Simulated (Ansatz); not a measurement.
Two G0W0 runs on SiC (P6_3mc).

```xyz
16
Lattice="3.0790 0.0000 0.0000 -1.5395 2.6665 0.0000 0.0000 0.0000 20.1460" Properties=species:S:1:pos:R:3 pbc="T T T"
Si    0.0000    1.7777    5.0365
Si    1.5395    0.8888   15.1095
Si    0.0000    1.7777   12.5913
Si    1.5395    0.8888    2.5183
Si    0.0000    0.0000    0.0000
Si    0.0000    0.0000   10.0730
Si    0.0000    1.7777   17.6277
Si    1.5395    0.8888    7.5548
C     0.0000    1.7777   19.5215
C     1.5395    0.8888    9.4485
C     0.0000    0.0000    1.8937
C     0.0000    0.0000   11.9667
C     0.0000    1.7777    6.9302
C     1.5395    0.8888   17.0032
C     0.0000    1.7777   14.4850
C     1.5395    0.8888    4.4120
```

The cell and positions come from the Crystallography Open Database and are kept as given unless a step says otherwise. PAW set soft_2, made with PBE.

The first (Ansatz 0.2.0; start r2SCAN, 6×6×2 mesh, 907 empty bands, screening to 180 eV; 1 × NVIDIA H100 80GB HBM3 (shared by 6 runs) with 3 threads of AMD EPYC 7R13 (Zen 3), shared host) gave, on its mesh: starting gap 2.14 eV, G0W0 gap 2.81 eV, RPA ε∞ (mean) 6.26, 2.9 min.

Q: The second changes empty bands from 907 to 149 and screening cutoff (eV) from 180.0 to 54. What does it give?

It gave: starting gap 2.14 eV, G0W0 gap 2.41 eV, RPA ε∞ (mean) 6.44, 39 s. The G0W0 gap moves by −0.40 eV, +0.00 eV from the start and −0.40 eV from the correction. Σc changes by +0.83 eV at the valence top and +0.43 eV at the conduction bottom, and Σx − Vxc between them by +0.00 eV.

Limits: not at the basis limit.

[Paths, hosts, dates, memory and timing lines, banners, echoed tables and standing remarks are left out of the program output.]

[Logs are printed without paths, hosts, clocks, repeated set-up lines and the standing remarks that a program may print on its own settings, such as how far it seeks lower states.]

[Runs of the session that timed out or met a known fault of the program may be left out.]

[Cells called generated may have been cut or substituted from an entry of the Crystallography Open Database or the Materials Project.]

[Hosts, paths, dates, database ids (printed as entryN), source tags and the programs' standing remarks are cut or masked in the printed files.]
